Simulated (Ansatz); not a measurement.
Planning a GW calculation on SiO2 (P4_32_12).

```xyz
12
Lattice="4.9329 0.0000 0.0000 0.0000 4.9329 0.0000 0.0000 0.0000 6.4645" Properties=species:S:1:pos:R:3 pbc="T T T"
Si    4.0337    4.0337    3.2323
Si    3.3657    1.5672    1.6161
Si    0.8992    0.8992    0.0000
Si    1.5672    3.3657    4.8484
O     1.3237    1.7984    5.1841
O     0.6681    3.7901    3.5680
O     3.6092    3.1345    1.9518
O     4.2648    1.1428    0.3357
O     3.7901    0.6681    2.8965
O     3.1345    3.6092    4.5127
O     1.1428    4.2648    6.1288
O     1.7984    1.3237    1.2804
```

The cell and positions come from the Crystallography Open Database and are kept as given unless a step says otherwise.

Runs so far (Ansatz 0.2.0, start LDA, PAW set soft_1 files, 4×4×2 mesh). Times are wall times on 1 × NVIDIA H100 80GB HBM3 (shared by 6 runs) with 3 threads of AMD EPYC 7R13 (Zen 3), shared host, good to a factor of about two.

```
bands summed  cutoff (eV)  gap on the mesh (eV)  time
         173           54                 8.355  11 s
         432          108                 8.496  24 s
```

Q: What should the next rung give, with 894 bands and screening to 180 eV, and where is the limit?

The error falls about as one over the bands when the cutoff rises with them. A line through the two highest rungs given predicts 8.544 eV; the run gave 8.687 eV, a miss of 0.143 eV, so the law fails here: the steps don't follow it yet. The two highest rungs put the limit near 8.867 eV, the pair below near 8.590 eV; neither can be trusted until a further rung is run.

Gaps are over the mesh's points; an edge off the mesh would be missed. Limits: not at the basis limit; coarse k mesh.

[Paths, hosts, dates, memory and timing lines, banners, echoed tables and standing remarks are left out of the program output.]

[Logs are printed without paths, hosts, clocks, repeated set-up lines and the standing remarks that a program may print on its own settings, such as how far it seeks lower states.]

[Runs of the session that timed out or met a known fault of the program may be left out.]

[Cells called generated may have been cut or substituted from an entry of the Crystallography Open Database or the Materials Project.]

[Hosts, paths, dates, database ids (printed as entryN), source tags and the programs' standing remarks are cut or masked in the printed files.]
